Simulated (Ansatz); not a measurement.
# A convergence test on CuBiSeO (P4/nmm): k mesh of the hybrid

Aim: see how gap, energy and time of CuBiSeO (P4/nmm) follow the k mesh of the hybrid.

Method: DFT, HSE06, plane waves, PAW; PAW set soft_1, in Ansatz 0.2.0.

## Step 1: The structure

It takes space group P4/nmm (No. 129, tetragonal). The conventional cell has a = 3.922 Å, b = 3.922 Å, c = 8.913 Å, α = 90.00°, β = 90.00°, γ = 90.00°. Cu has 4 Se at 2.50 Å and 4 Cu at 2.77 Å nearest. Nearest to Bi lie 4 O at 2.32 Å and 4 Se at 3.24 Å. Nearest to Se lie 4 Cu at 2.50 Å and 4 Bi at 3.24 Å. Nearest to O lie 4 Bi at 2.32 Å. Farther neighbours and most contacts between anions are not listed.

Geometry: measured lattice cell, ions relaxed with r2SCAN; the structure entry is the Materials Project's. The runs that relaxed it are not among those shown. Spin-orbit coupling is left out unless a step names it.

## Step 2: k mesh of the hybrid: 2×2×2

Input file input.yaml:

```yaml
crystal:
  lattice:
    - [3.9221, 0.0, 0.0]
    - [0.0, 3.9221, 0.0]
    - [0.0, 0.0, 8.9133]
  atoms:
    - { symbol: Cu, position: [0.0, 0.0, 0.5] }
    - { symbol: Cu, position: [0.5, 0.5, 0.5] }
    - { symbol: Bi, position: [0.0, 0.5, 0.8600640231] }
    - { symbol: Bi, position: [0.5, 0.0, 0.1399359769] }
    - { symbol: Se, position: [0.5, 0.0, 0.6731283809] }
    - { symbol: Se, position: [0.0, 0.5, 0.3268716191] }
    - { symbol: O, position: [0.5, 0.5, 0.0] }
    - { symbol: O, position: [0.0, 0.0, 0.0] }
kpoints:
  mp_grid: { grid: [2, 2, 2] }
  band_path:
    path:
      - [0.0, 0.0, 0.0]
      - [0.0, 0.5, 0.0]
      - [0.5, 0.5, 0.0]
      - [0.0, 0.0, 0.5]
      - [0.0, 0.5, 0.5]
      - [0.5, 0.5, 0.5]
      - [0.1666666667, 0.1666666667, 0.0]
    npoints: 1
hamiltonian:
  xc: hse06
  pseudopotentials: { kind: paw, azcp: { folder: soft_1 } }
scf:
  occupations: { method: fixed }
  n_extra_bands: 6
output:
  eigenvalues: true
  write_density: true
  write_potential: true
  elf: true
  volumetric_format: npy
```

On the command line:

```
$ ansatz run input.yaml --threads 3 --pin off --max-ram 92160MiB --backend cuda --events-out ev --progress --plain --runs-dir out --devices 1 --max-vram 13GiB
```

Numbers of over 12 decimals in the logs are rounded to 6 here.

Output:

```text
scf.n_extra_bands = 6 over 56 filled bands (N_el = 112.0): the run solves 62 bands
exact exchange: scf.exx.singularity resolves to wigner_seitz, which cuts the screened interaction at the faces of the exchange supercell's Wigner-Seitz cell, so that each pair interacts once, at the shortest of its separations (the periodic images that this leaves out come, for a point-like exchange hole, to about 0.040 eV on a filled level). The cut falls within the interaction's reach, and what an exchange supercel [...]
GPUs: using 1 of 1 available (devices: 1).
Engine: ansatz 0.2.0, x86_64-unknown-linux-gnu
Pseudopotentials: kind: paw
Pseudopotential: Cu, paw, valence charge 19, recommended cutoff 420 eV (normal), soft_1/Cu.paw.azcp
Pseudopotential: Bi, paw, valence charge 15, recommended cutoff 420 eV (normal), soft_1/Bi.paw.azcp
Pseudopotential: Se, paw, valence charge 16, recommended cutoff 420 eV (normal), soft_1/Se.paw.azcp
Pseudopotential: O, paw, valence charge 6, recommended cutoff 420 eV (normal), soft_1/O.paw.azcp
Functional definition: HSE06
  parameter a = 0.25
  parameter omega = 0.11/bohr
  exchange = pbe_x - a*pbe_x_sr(omega) + a*exact_x_sr(omega)
  correlation = pbe_c
davidson cushion auto → on  (no smearing: the cushion is to keep the highest requested band from converging to the state above it; pin scf.eigensolver.cushion to override)
device memory: the entry about to start is reckoned to put 2.4 GiB on a device that reports 58.9 GiB free (of which the cap on the GPU budget leaves the run 13.0 GiB)
GPU FFT provider: cuFFT
GPU libraries: cuBLAS 13.8.2, cuFFT 12.4.0, cuSOLVER 12.3.4
Crystal: 8 atoms, lattice volume = 137.112 Å³
Basis set: ecut = 420 eV, 2701 PW (Γ)
Bands: 62, of which v1, the nominal top of the filled ones, is band 56 counted from 1 (55 counted from 0)
Symmetry: 16 space group operations
Space group: P4/nmm (ITA 129), of the structure as read, at distance tolerance 5.2e-5 Å
k-points: 6 of 8
Non-local potential: Cu, projectors of the file, l = 0: 3, l = 1: 2, l = 2: 3, l = 3: 1
Non-local potential: Bi, projectors of the file, l = 0: 2, l = 1: 2, l = 2: 2, l = 3: 1
Non-local potential: Se, projectors of the file, l = 0: 2, l = 1: 2, l = 2: 3, l = 3: 1
Non-local potential: O, projectors of the file, l = 0: 2, l = 1: 2, l = 2: 1
PAW form: soft (Blöchl's): semilocal exchange-correlation on the pseudo side does not see the compensation charge
PAW frozen core: Cu, regenerated for the run's functional, and the local potential with it (the file was generated under x = pbe(κ = 0.804, μ = 0.219515), c = pbe(β = 0.066725))
PAW frozen core: Bi, regenerated for the run's functional, and the local potential with it (the file was generated under x = pbe(κ = 0.804, μ = 0.219515), c = pbe(β = 0.066725))
PAW frozen core: Se, regenerated for the run's functional, and the local potential with it (the file was generated under x = pbe(κ = 0.804, μ = 0.219515), c = pbe(β = 0.066725))
PAW frozen core: O, regenerated for the run's functional, and the local potential with it (the file was generated under x = pbe(κ = 0.804, μ = 0.219515), c = pbe(β = 0.066725))
PAW one-centre angular grid: Cu, 590 points (default); XC on 64 Gauss nodes
PAW one-centre angular grid: Bi, 590 points (default); XC on 64 Gauss nodes
PAW one-centre angular grid: Se, 590 points (default); XC on 64 Gauss nodes
PAW one-centre angular grid: O, 110 points (default); XC on 96 Gauss nodes
Initial density: superposition of atomic densities (chi_scale 0.1, normalization cell, long waves 63 % of neutral atoms (reshape's long-wave potential 1.63 eV rms, cloud 2.68 Å wide))
Initial wavefunctions: pseudopotential atomic-orbital guess
GPU buffer pool allocated for 43740 grid points (all kernels)
GPU transforms: local potential and band sums: pruned to the plane-wave sphere, on 27×27×60
[...]
SCF iter   8: F=—  HF=-50128.951719 eV  |F-HF|=—  |Δ(HF+E_count)|=   4.68e-4  Δρ=6.73e-4  dr2=1.27e-3  ethr=3.94e-8  ⟨swp⟩=4.2  Hψ=1130  notcnv=0
SCF iter   9: F=—  HF=-50128.951546 eV  |F-HF|=—  |Δ(HF+E_count)|=   1.73e-4  Δρ=1.66e-4  dr2=3.35e-4  ethr=3.94e-8  ⟨swp⟩=4.0  Hψ=1122  notcnv=0
SCF iter  10: F=—  HF=-50128.953564 eV  |F-HF|=—  |Δ(HF+E_count)|=   2.02e-3  Δρ=7.18e-4  dr2=4.45e-4  ethr=3.94e-8  ⟨swp⟩=4.0  Hψ=1280  notcnv=0
SCF iter  11: F=-50128.953449 eV  HF=-50128.953450 eV  |F-HF|=1.03e-6  |Δ(HF+E_count)|=   1.14e-4  Δρ=2.53e-5  dr2=1.15e-5  ethr=3.94e-8  ⟨swp⟩=4.0  Hψ=1153  notcnv=0
SCF 2 stopped early in 11 iterations: F = -50128.953449 eV  dr2 = 1.15e-5
hybrid outer 1: dexx = +6.520e-2 eV, tail = 5.14e-4 eV
GPU FFT provider: cuFFT
GPU libraries: cuBLAS 13.8.2, cuFFT 12.4.0, cuSOLVER 12.3.4
GPU buffer pool allocated for 43740 grid points (all kernels)
GPU transforms: local potential and band sums: pruned to the plane-wave sphere, on 27×27×60
Exchange kernel: α = 0.2500, screened, ω = 0.2079 Å⁻¹, Wigner–Seitz truncation, v(0) = 841.8965 eV·Å³, q-mesh 2×2×2, nearest image of the exchange supercell L = 7.84 Å, pair-density grid 20×20×45, without the augmentation charges, whose exchange is taken in its separable form by FFT convolution over the k-point mesh (sized by the pseudopotential files, 27×27×60 at the most), smooth part of the exact exchange by density-matrix convolution in up to 1.36 GiB of GPU memory as planned if the GPU has room (build and FFT work areas not counted)
Frozen-core exchange: fock
SCF iter   1: F=—  HF=-50128.951893 eV  |F-HF|=—  |Δ(HF+E_count)|=         —  Δρ=8.17e-5  dr2=9.07e-6  ethr=2.29e-6  ⟨swp⟩=3.0  Hψ=855  notcnv=0
preconditioner: auto → none  [insulator: Δε(μ)=1.241 eV  Ē_g=14.879 eV  n_scr=38 (ndim 8)  ℏωp=27.6 eV  f_vac=0.005]
SCF iter   2: F=—  HF=-50128.951898 eV  |F-HF|=—  |Δ(HF+E_count)|=   4.56e-6  Δρ=3.70e-5  dr2=2.62e-6  ethr=7.04e-9  ⟨swp⟩=4.0  Hψ=1375  notcnv=0
SCF iter   3: F=—  HF=-50128.951903 eV  |F-HF|=—  |Δ(HF+E_count)|=   4.73e-6  Δρ=1.68e-5  dr2=6.18e-7  ethr=1.28e-9  ⟨swp⟩=4.2  Hψ=999  notcnv=0
SCF iter   4: F=—  HF=-50128.951904 eV  |F-HF|=—  |Δ(HF+E_count)|=   1.20e-6  Δρ=1.11e-5  dr2=1.09e-7  ethr=1.93e-10  ⟨swp⟩=3.8  Hψ=934  notcnv=0
iter 5 solved again at ethr=6.18e-12 eV; its pass at ethr=9.64e-11 eV (dr2=6.92e-9 eV) is discarded
SCF iter   5: F=-50128.951904 eV  HF=-50128.951904 eV  |F-HF|=3.55e-9  |Δ(HF+E_count)|=   2.58e-7  Δρ=2.54e-6  dr2=7.61e-9  ethr=6.18e-12  ⟨swp⟩=4.0  Hψ=1803  notcnv=0
SCF 3 converged in 5 iterations: F = -50128.951904 eV  dr2 = 7.61e-9
[...]
hybrid outer 2: dexx = +5.250e-6 eV, tail = 2.24e-7 eV, Δε = 8.46e-3 eV (about 3.18e-4 eV left of the loop's levels)
device memory: the entry about to start is reckoned to put 0.9 GiB on a device that reports 58.9 GiB free (of which the cap on the GPU budget leaves the run 13.0 GiB)
NSCF: frozen V_eff on 7 k-points
hybrid SCF converged: 2 outer / 16 inner (+17 warm-up), last move |dexx| = 5.25e-6 eV, tail = 2.24e-7 eV
Stability not checked: this state was not tested for a lower state beside it, because the functional holds exact exchange (a hybrid, or Hartree-Fock), whose exchange loop this test does not read (fock_operator; see scf.lower_state_search)
Free energy (F): -50128.951902 eV
Frozen-core exchange: fock
Harris-Foulkes:  -50128.951902 eV  (|F-HF|=3.55e-9)
Internal energy: -50128.951902 eV  (E = F + TS)
E sigma→0 (E₀):  -50128.951902 eV
Fermi energy:    11.606034 eV
--- Per-component energies (eV) ---
  E_band       = -1909.269250
  E_kinetic    = 1582.484900
  E_local      = -20724.817404  (includes V_loc(G=0)·N_el)
  E_nonlocal   = 2031.328549
  E_hartree    = 9451.397863
  E_xc         = -608.378129
  E_vxc        = -643.585824  (∫ρ·V_xc dr)
  E_exx        = -464.246310  (= α·E_x^exact, valence–valence)
  E_paw        = -29252.608443  (= ΣΔE_a)
  E_vpaw       = -2128.991514  (= ΣTr[D̂ρ^β])
  E_aug_tail   = 0.002932  (compensation charges beyond the density's cutoff)
  E_ewald      = -12141.772690
  E_core_change = -2.343170  (= ΣΔE_core)
  E_smearing   = -0.000000  (= −TS)
  E_closure    = -0.000000  (closes the sum)
  Σ components = -50128.951902   (vs F -50128.951902, Δ=-7.28e-12)
--- Band table (eV; the first three rows and the last of 6) ---
  k-point 0: bands = [... 52 lower, 9.8269, 10.9231, 11.2408, 11.2408, 12.8495, 13.5266, 15.8985, 15.8985, ... 2 higher]
  k-point 1: bands = [... 52 lower, 9.7996, 11.0877, 11.6060, 11.6060, 12.8459, 12.8817, 15.0811, 15.0811, ... 2 higher]
  k-point 2: bands = [... 52 lower, 10.9151, 10.9151, 11.3539, 11.3539, 14.6357, 14.6357, 15.6315, 15.6315, ... 2 higher]
  k-point 5: bands = [... 52 lower, 9.1122, 9.1122, 10.1411, 10.1411, 14.2788, 14.2788, 15.2873, 15.2873, ... 2 higher]
```

It took 37 s on 1 × NVIDIA H100 80GB HBM3 (shared by 6 runs) with 3 threads of AMD EPYC 7R13 (Zen 3), shared host; peak memory 1.2 GiB; 26 s of CPU time.

Numbers from this step:

| Item | Value |
| --- | --- |
| gap | 1.087 eV |
| valence top at | k = (0.167, 0.167, 0.000) |
| conduction bottom at | Z |
| least direct gap | 1.240 eV |
| exact-exchange fraction | 0.25 |

The gap is indirect, with the least direct gap 0.15 eV higher.

## Step 3: k mesh of the hybrid: 4×4×2

input.yaml, as its differences from that of step 2:

```diff
@@ -15,3 +15,3 @@
 kpoints:
-  mp_grid: { grid: [2, 2, 2] }
+  mp_grid: { grid: [4, 4, 2] }
   band_path:
@@ -34,5 +34 @@
   eigenvalues: true
-  write_density: true
-  write_potential: true
-  elf: true
-  volumetric_format: npy
```

Output:

```text
[...]
GPUs: using 1 of 1 available (devices: 1).
[...]
GPU FFT provider: cuFFT
GPU libraries: cuBLAS 13.8.2, cuFFT 12.4.0, cuSOLVER 12.3.4
Crystal: 8 atoms, lattice volume = 137.112 Å³
Basis set: ecut = 420 eV, 2701 PW (Γ)
Bands: 62, of which v1, the nominal top of the filled ones, is band 56 counted from 1 (55 counted from 0)
Symmetry: 16 space group operations
[...]
k-points: 12 of 32
[...]
Fermi energy:    11.636028 eV
[...]
--- Band table (eV; the first three rows and the last of 12) ---
  k-point 0: bands = [... 52 lower, 9.8397, 10.8520, 11.2433, 11.2433, 12.8411, 13.5088, 15.9003, 15.9003, ... 2 higher]
  k-point 1: bands = [... 52 lower, 9.8118, 10.9942, 11.5916, 11.5916, 12.8431, 12.8662, 15.0995, 15.0995, ... 2 higher]
  k-point 2: bands = [... 52 lower, 10.5404, 10.9393, 11.2357, 11.4337, 14.1284, 14.6114, 14.7319, 15.4045, ... 2 higher]
  k-point 11: bands = [... 52 lower, 9.1470, 9.1470, 10.1169, 10.1169, 14.2768, 14.2768, 15.2902, 15.2902, ... 2 higher]
[key lines of the parts left out:]
Free energy (F): -50129.814995 eV
```

Wall time 33 s (1 × NVIDIA H100 80GB HBM3 (shared by 6 runs) with 3 threads); peak memory 1.4 GiB.

This step gave:

```
gap                  : 1.124 eV
valence top at       : k = (0.167, 0.167, 0.000)
conduction bottom at : Γ
least direct gap     : 1.251 eV
```

The gap is 1.124 eV, +0.037 eV from the run before at this level.

## Step 4: k mesh of the hybrid: 6×6×2

input.yaml, as its differences from that of step 3:

```diff
@@ -15,3 +15,3 @@
 kpoints:
-  mp_grid: { grid: [4, 4, 2] }
+  mp_grid: { grid: [6, 6, 2] }
   band_path:
```

Output:

```text
[...]
GPUs: using 1 of 1 available (devices: 1).
[...]
GPU FFT provider: cuFFT
GPU libraries: cuBLAS 13.8.2, cuFFT 12.4.0, cuSOLVER 12.3.4
Crystal: 8 atoms, lattice volume = 137.112 Å³
Basis set: ecut = 420 eV, 2701 PW (Γ)
Bands: 62, of which v1, the nominal top of the filled ones, is band 56 counted from 1 (55 counted from 0)
Symmetry: 16 space group operations
[...]
k-points: 20 of 72
[...]
Fermi energy:    11.707779 eV
[...]
--- Band table (eV; the first three rows and the last of 20) ---
  k-point 0: bands = [... 52 lower, 9.8375, 10.8385, 11.2436, 11.2436, 12.8388, 13.5052, 15.9065, 15.9065, ... 2 higher]
  k-point 1: bands = [... 52 lower, 9.8075, 10.9796, 11.5894, 11.5894, 12.8390, 12.8639, 15.1078, 15.1078, ... 2 higher]
  k-point 2: bands = [... 52 lower, 10.2712, 10.9480, 11.2121, 11.3414, 13.7729, 14.1541, 14.7580, 15.7448, ... 2 higher]
  k-point 19: bands = [... 52 lower, 9.1438, 9.1438, 10.1093, 10.1093, 14.2798, 14.2798, 15.2904, 15.2904, ... 2 higher]
[key lines of the parts left out:]
Free energy (F): -50129.860413 eV
```

The job ended after 55 s (1 × NVIDIA H100 80GB HBM3 (shared by 6 runs) with 3 threads; peak memory 1.7 GiB; 78 s of CPU time).

This step gave:

```yaml
gap: 1.131 eV
valence_top_at: k = (0.167, 0.167, 0.000)
conduction_bottom_at: Γ
least_direct_gap: 1.250 eV
```

The gap is 1.131 eV, +0.007 eV from the run before at this level.

## Step 5: The series

Differences are against the last row; a negative gap means that bands overlap, and a run with a band path holds that path's time. Times are wall times on 1 × NVIDIA H100 80GB HBM3 (shared by 6 runs) with 3 threads of AMD EPYC 7R13 (Zen 3), shared host, good to a factor of about two.

```
k mesh of the hybrid  gap (eV)  direct gap (eV)  gap error (eV)  energy error (meV/atom)  irreducible k  time
               2×2×2     1.087            1.240          −0.044                   +113.6              6  37 s
               4×4×2     1.124            1.251          −0.007                     +5.7             12  33 s
               6×6×2     1.131            1.250          +0.000                     +0.0             20  55 s
```

## Step 6: Summary of results

- 2×2×2: 1.087 eV
- 4×4×2: 1.124 eV
- 6×6×2: 1.131 eV

The gap holds to 0.02 eV from 4×4×2 on. At 2×2×2 the gap is off by −0.044 eV and the energy by +114 meV/atom. The gap is read over the mesh and added points near the edges, so meshes differ mainly through the density and, for a hybrid, the exchange operator. The runs have no spin polarisation. For a closed low-spin shell that is the natural state; where a d or f shell is open it is a constraint, and the gap is then not the crystal's own.

[Paths, hosts, dates, memory and timing lines, banners, echoed tables and standing remarks are left out of the program output.]

[Logs are printed without paths, hosts, clocks, repeated set-up lines and the standing remarks that a program may print on its own settings, such as how far it seeks lower states.]

[Runs of the session that timed out or met a known fault of the program may be left out.]

[Cells called generated may have been cut or substituted from an entry of the Crystallography Open Database or the Materials Project.]

[Hosts, paths, dates, database ids (printed as entryN), source tags and the programs' standing remarks are cut or masked in the printed files.]
